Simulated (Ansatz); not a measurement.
# Li on Pd(111): change of the work function, part 3 of 3

Wanted: Δφ(θ) for Li/Pd(111), starting from the fcc site.

Ansatz 0.2.0; plane-wave DFT, PBE, Ansatz PAW.

So far, work function, upper face (eV): step 2 (the clean slab) 5.27; step 3 (17 atoms, coverage 0.25 ML, cell 2x2) 2.54.

## Step 4: Adsorbate added, k-mesh 12×12×1, coverage 1 ML

System of this step: Li/Pd(111). The cell holds 5 atoms: 4 Pd and 1 Li. Cell: a = 2.751 Å, b = 2.751 Å, c = 27.089 Å, α = 90.0°, β = 90.0°, γ = 60.0°. Vacuum lies along c.

Another coverage, to see how the dipoles act on each other as their distance changes.

Contents of input.yaml:

```yaml
crystal:
  lattice:
    - [2.7506453788, 0.0, 0.0]
    - [1.3753226894, 2.3821287749, 0.0]
    - [0.0, 0.0, 27.0888449073]
  atoms:
    - { symbol: Pd, position: [0.0, 0.0, 0.33224008] }
    - { symbol: Pd, position: [0.3333333333, 0.3333333333, 0.4151484711] }
    - { symbol: Pd, position: [0.6666666667, 0.6666666667, 0.4998324895] }
    - { symbol: Pd, position: [0.0, 0.0, 0.5848761879] }
    - { symbol: Li, position: [0.3333333333, 0.3333333333, 0.66775992] }
kpoints:
  mp_grid: { grid: [12, 12, 1] }
hamiltonian:
  xc: pbe
scf:
  occupations: { method: fermi_dirac, width: 0.1 }
  convergence: { dr2_threshold: 1.0e-08 }
efield:
  axis: 3
  dipole_correction: true
  ramp_position: 0.97
  ramp_width: 0.06
relax:
  f_tol: 0.02
  max_steps: 60
  constraints: [{ sites: [0, 1] }]
output:
  write_potential: true
  write_density: true
  volumetric_format: npy
```

Started as:

```bash
> ansatz run input.yaml --threads 4 --pin off --max-ram 6144MiB --backend cpu --events-out ev --progress --plain --runs-dir out
```

Numbers of over 12 decimals in the logs are rounded to 6 here.

The program printed:

```text
[...]
Crystal: 5 atoms, lattice volume = 177.497 Å³
Basis set: ecut = 420 eV, 3469 PW (Γ), exchange–correlation on 40×40×384 points (8 copies of the dense FFT grid, shifted against one another)
Bands: 45, of which v1, the nominal top of the filled ones, is band 38 counted from 1 (37 counted from 0)
Symmetry: 6 space group operations
[...]
k-points: 19 of 144 (time reversal used)
[...]
SCF iter   1: F=—  HF=-28095.880937 eV  |F-HF|=—  |Δ(HF+E_count)|=         —  Δρ=1.26e-2  dr2=5.74e0  ethr=1.77e-3  p=0.065 e·Å  D=6.61e-2 V/Å  ΔV_dip=-1.79 eV  dr2_dipole=1.95e0  V_vac-E_F(+/−)=3.19/4.98 eV  ⟨swp⟩=10.2  Hψ=3861  notcnv=0  defer=1
[...]
SCF iter  12: F=-28095.779783 eV  HF=-28095.779783 eV  |F-HF|=1.10e-8  |Δ(HF+E_count)|=   2.67e-8  Δρ=7.91e-7  dr2=2.72e-9  ethr=1.33e-11  p=0.052 e·Å  D=5.26e-2 V/Å  ΔV_dip=-1.43 eV  dr2_dipole=5.39e-12  V_vac-E_F(+/−)=3.79/5.21 eV  ⟨swp⟩=8.9  Hψ=5454  notcnv=0
SCF 1 converged in 12 iterations: F = -28095.779783 eV  dr2 = 2.72e-9
[...]
relax step   1: F+E_penalty+E_count = -28095.77978345 eV  Δ(F+E_penalty+E_count) = +0.000e0 eV  max|allowed force component| = 7.700e-1 eV/Å  Δτ_max = 0.0000 Å  (12 SCF iters, accepted)
[...]
SCF iter  11: F=-28095.881555 eV  HF=-28095.881555 eV  |F-HF|=1.62e-9  |Δ(HF+E_count)|=   6.02e-9  Δρ=7.13e-7  dr2=2.42e-9  ethr=1.33e-11  p=0.064 e·Å  D=6.48e-2 V/Å  ΔV_dip=-1.76 eV  dr2_dipole=1.61e-11  V_vac-E_F(+/−)=3.46/5.22 eV  ⟨swp⟩=6.4  Hψ=5278  notcnv=0
SCF 2 converged in 11 iterations: F = -28095.881555 eV  dr2 = 2.42e-9
relax step   2: F+E_penalty+E_count = -28095.88155526 eV  Δ(F+E_penalty+E_count) = -1.018e-1 eV  max|allowed force component| = 1.969e-1 eV/Å  Δτ_max = 0.1948 Å  (11 SCF iters, accepted)
SCF iter   1: F=—  HF=-28095.896263 eV  |F-HF|=—  |Δ(HF+E_count)|=         —  Δρ=4.81e-3  dr2=5.03e-2  ethr=1.29e-3  p=0.064 e·Å  D=6.49e-2 V/Å  ΔV_dip=-1.76 eV  dr2_dipole=2.11e-3  V_vac-E_F(+/−)=3.45/5.21 eV  ⟨swp⟩=3.8  Hψ=1940  notcnv=0  defer=8
[...]
SCF iter  11: F=-28095.885369 eV  HF=-28095.885369 eV  |F-HF|=9.93e-10  |Δ(HF+E_count)|=   1.47e-8  Δρ=7.04e-7  dr2=2.24e-9  ethr=1.33e-11  p=0.062 e·Å  D=6.36e-2 V/Å  ΔV_dip=-1.72 eV  dr2_dipole=6.01e-11  V_vac-E_F(+/−)=3.49/5.21 eV  ⟨swp⟩=8.8  Hψ=5212  notcnv=0
SCF 3 converged in 11 iterations: F = -28095.885369 eV  dr2 = 2.24e-9
relax step   3: F+E_penalty+E_count = -28095.88536855 eV  Δ(F+E_penalty+E_count) = -3.813e-3 eV  max|allowed force component| = 2.851e-2 eV/Å  Δτ_max = 0.0690 Å  (11 SCF iters, accepted)
SCF iter   1: F=—  HF=-28095.886361 eV  |F-HF|=—  |Δ(HF+E_count)|=         —  Δρ=1.22e-3  dr2=8.47e-3  ethr=4.91e-5  p=0.062 e·Å  D=6.36e-2 V/Å  ΔV_dip=-1.72 eV  dr2_dipole=3.10e-4  V_vac-E_F(+/−)=3.49/5.21 eV  ⟨swp⟩=2.5  Hψ=1663  notcnv=0  defer=14
[...]
SCF iter   9: F=-28095.885669 eV  HF=-28095.885669 eV  |F-HF|=6.28e-9  |Δ(HF+E_count)|=   2.42e-8  Δρ=1.03e-6  dr2=3.29e-9  ethr=1.33e-11  p=0.062 e·Å  D=6.35e-2 V/Å  ΔV_dip=-1.72 eV  dr2_dipole=9.07e-11  V_vac-E_F(+/−)=3.49/5.21 eV  ⟨swp⟩=9.2  Hψ=5594  notcnv=0
SCF 4 converged in 9 iterations: F = -28095.885669 eV  dr2 = 3.29e-9
relax step   4: F+E_penalty+E_count = -28095.88566940 eV  Δ(F+E_penalty+E_count) = -3.008e-4 eV  max|allowed force component| = 2.103e-3 eV/Å  Δτ_max = 0.0184 Å  (9 SCF iters, accepted)
[...]
SCF converged after 9 iterations
Free energy (F): -28095.885669 eV
[...]
Internal energy: -28095.656550 eV  (E = F + TS)
E sigma→0 (E₀):  -28095.771110 eV
Entropy (-TS):   -0.229120 eV (-45.824 meV/atom)
Fermi energy:    4.255260 eV
Dipole field:    D = 0.063464 V/Å  (p = 0.062252 e·Å, saw-weighted, corrected)
Work function:   Φ+ = 3.4936 eV   Φ− = 5.2127 eV
[...]
--- Forces (eV/Å), atoms counted from 1 ---
  atom   1  Pd    -0.00000000    -0.00000000    -0.31184716
  atom   2  Pd     0.00000000    -0.00000000     0.31025285
  atom   3  Pd     0.00000000     0.00000000     0.00210276
  atom   4  Pd     0.00000000     0.00000000     0.00053799
  atom   5  Li     0.00000000     0.00000000    -0.00102354
  max |Σ_I F_I| component: 2.29e-5 eV/Å
--- Band table (eV; the first three rows and the last of 19) ---
  k-point 0: bands = [... 34 lower, 3.0896, 3.2090, 3.2090, 3.6555, 3.6555, 4.1070, 4.1070, 4.3709, ... 3 higher]
  k-point 1: bands = [... 34 lower, 2.9837, 3.2166, 3.2519, 3.5233, 3.6585, 3.9759, 4.1152, 4.9193, ... 3 higher]
  k-point 2: bands = [... 34 lower, 2.8501, 3.0150, 3.1967, 3.6444, 3.6532, 4.1324, 4.4786, 5.8417, ... 3 higher]
  k-point 18: bands = [... 34 lower, 3.8753, 3.9366, 4.0096, 7.7918, 8.0984, 10.5106, 10.5486, 10.8010, ... 3 higher]
--- Relaxed structure (4 steps of the walk, 4 accepted, 0 SCFs on fresh bases) ---
  F+E_penalty+E_count = -28095.88566940 eV   max|allowed force component| = 2.103e-3 eV/Å
  atoms:
[...]
- { symbol: Pd, position: [0.333333, 0.333333, 0.4151484711] }
    - { symbol: Pd, position: [0.666667, 0.666667, 0.500350] }
[...]
- { symbol: Li, position: [0.333333, 0.333333, 0.659575] }
```

Elapsed: 15 s, on 4 threads of Arm Neoverse V1, shared host; peak memory 0.52 GiB.

Relaxation path:

```
step  energy less that of the first step (eV)  largest force component (eV/Å)
   1                                   0.0000                          0.7700
   2                                  -0.1018                          0.1969
   3                                  -0.1056                          0.0285
   4                                  -0.1059                          0.0021
```

The run keeps the 6 symmetry operations that it works with, so distortions that break them were not tested.

The atoms that moved most (Å):

```csv
atom,dx,dy,dz,length
Li5,0.000,0.000,-0.222,0.222
Pd4,0.000,0.000,0.070,0.070
Pd3,0.000,0.000,0.014,0.014
```

Final coordinates:

```xyz
5
Lattice="2.7506 0.0000 0.0000 1.3753 2.3821 0.0000 0.0000 0.0000 27.0888" Properties=species:S:1:pos:R:3
Pd    0.0000    0.0000    9.0000
Pd    1.3753    0.7940   11.2459
Pd    2.7506    1.5881   13.5539
Pd    0.0000    0.0000   15.9134
Li    1.3753    0.7940   17.8671
```

Numbers from this step:

```yaml
energy_at_zero_smearing: -28095.7711 eV
work_function_upper_face: 3.494 eV
work_function_lower_face: 5.213 eV
dipole_along_the_normal: 0.06225 e·Å
step_between_the_vacuum_levels: -1.719 eV
```

Running mean over 2.246 Å of the planar mean; the ramp of the sawtooth is left out. Table of electron's electrostatic potential energy less the Fermi level by z:

| z (Å) | electron's electrostatic potential energy less the Fermi level (eV) |
| --- | --- |
| 3.5 | 5.21 |
| 4.0 | 5.21 |
| 4.5 | 5.21 |
| 5.0 | 5.21 |
| 5.5 | 5.20 |
| 6.0 | 5.16 |
| 6.5 | 5.00 |
| 7.0 | 4.35 |
| 7.5 | 1.76 |
| 8.0 | -3.14 |
| 8.5 | -7.05 |
| 9.0 | -8.27 |
| 9.5 | -8.45 |
| 10.0 | -8.49 |
| 10.5 | -8.52 |
| 11.0 | -8.55 |
| 11.5 | -8.47 |
| 12.0 | -8.12 |
| 12.5 | -7.95 |
| 13.0 | -8.24 |
| 13.5 | -8.46 |
| 14.0 | -8.19 |
| 14.5 | -7.58 |
| 15.0 | -7.62 |
| 15.5 | -8.27 |
| 16.0 | -8.63 |
| 16.5 | -8.33 |
| 17.0 | -6.26 |
| 17.5 | -3.29 |
| 18.0 | -2.02 |
| 18.5 | -1.47 |
| 19.0 | 0.137 |
| 19.5 | 1.92 |
| 20.0 | 2.81 |
| 20.5 | 3.21 |
| 21.0 | 3.38 |
| 21.5 | 3.45 |
| 22.0 | 3.48 |
| 22.5 | 3.49 |
| 23.0 | 3.49 |
| 23.5 | 3.49 |

The relaxation took 4 steps and lowered the energy by 0.11 eV; the largest force on the free atoms ends at 0.0021 eV/Å.

The covered face has 3.49 eV, -1.77 eV against the clean one; the bare back face has moved by -0.04 eV, a measure of how thin the slab is.

## Step 5: Work function against coverage

This step: plane-wave DFT, PBE, Ansatz PAW; work function against coverage (Ansatz 0.2.0).

The runs are now put side by side.

This step gave:

```yaml
work_function_of_the_clean_face: 5.268 eV
largest_change_of_the_work_function: -2.732 eV
```

The work function of the covered face by coverage:

```
coverage (adsorbates/nm²)  work function of the covered face (eV)
                     0.00                                    5.27
                     3.82                                    2.54
                    15.26                                    3.49
```

The dipole per adsorbate comes from the change of the cell's dipole. Coverage, by row:

| coverage (1/nm²) | coverage (ML) | work function (eV) | change (eV) | dipole per adsorbate, positive end outwards (debye) | mean height of the added atoms over the highest substrate atom (Å) |
| --- | --- | --- | --- | --- | --- |
| 3.815 | 0.25 | 2.536 | -2.732 | 1.905 | 1.861 |
| 15.26 | 1 | 3.494 | -1.775 | 0.302 | 1.954 |

## Step 6: Summary of results

| Quantity | Value |
| --- | --- |
| work function of the clean face | 5.27 eV |
| work function at 0.25 ML | 2.54 eV |
| work function at 1 ML | 3.49 eV |
| dipole per adsorbate at 0.25 ML, positive end outwards | 1.91 D |

Li lowers the work function of Pd(111) at the lowest coverage, by 2.73 eV: the adsorbate layer has its positive end outwards. The slab has 4 layers, at the tabulated experimental lattice constant, one starting site was run, and quantum-size effects of a slab this thin can reach one or two tenths of an eV.

[Logs are printed without paths, hosts, clocks, repeated set-up lines and the standing remarks that a program may print on its own settings, such as how far it seeks lower states.]

[Hosts, paths, dates, database ids (printed as entryN), source tags and the programs' standing remarks are cut or masked in the printed files.]

[Maps of the electrostatic potential energy from Ansatz leave out the sawtooth potential of an applied field or a dipole correction, so their vacuum need not be flat; planar profiles and work functions include it.]
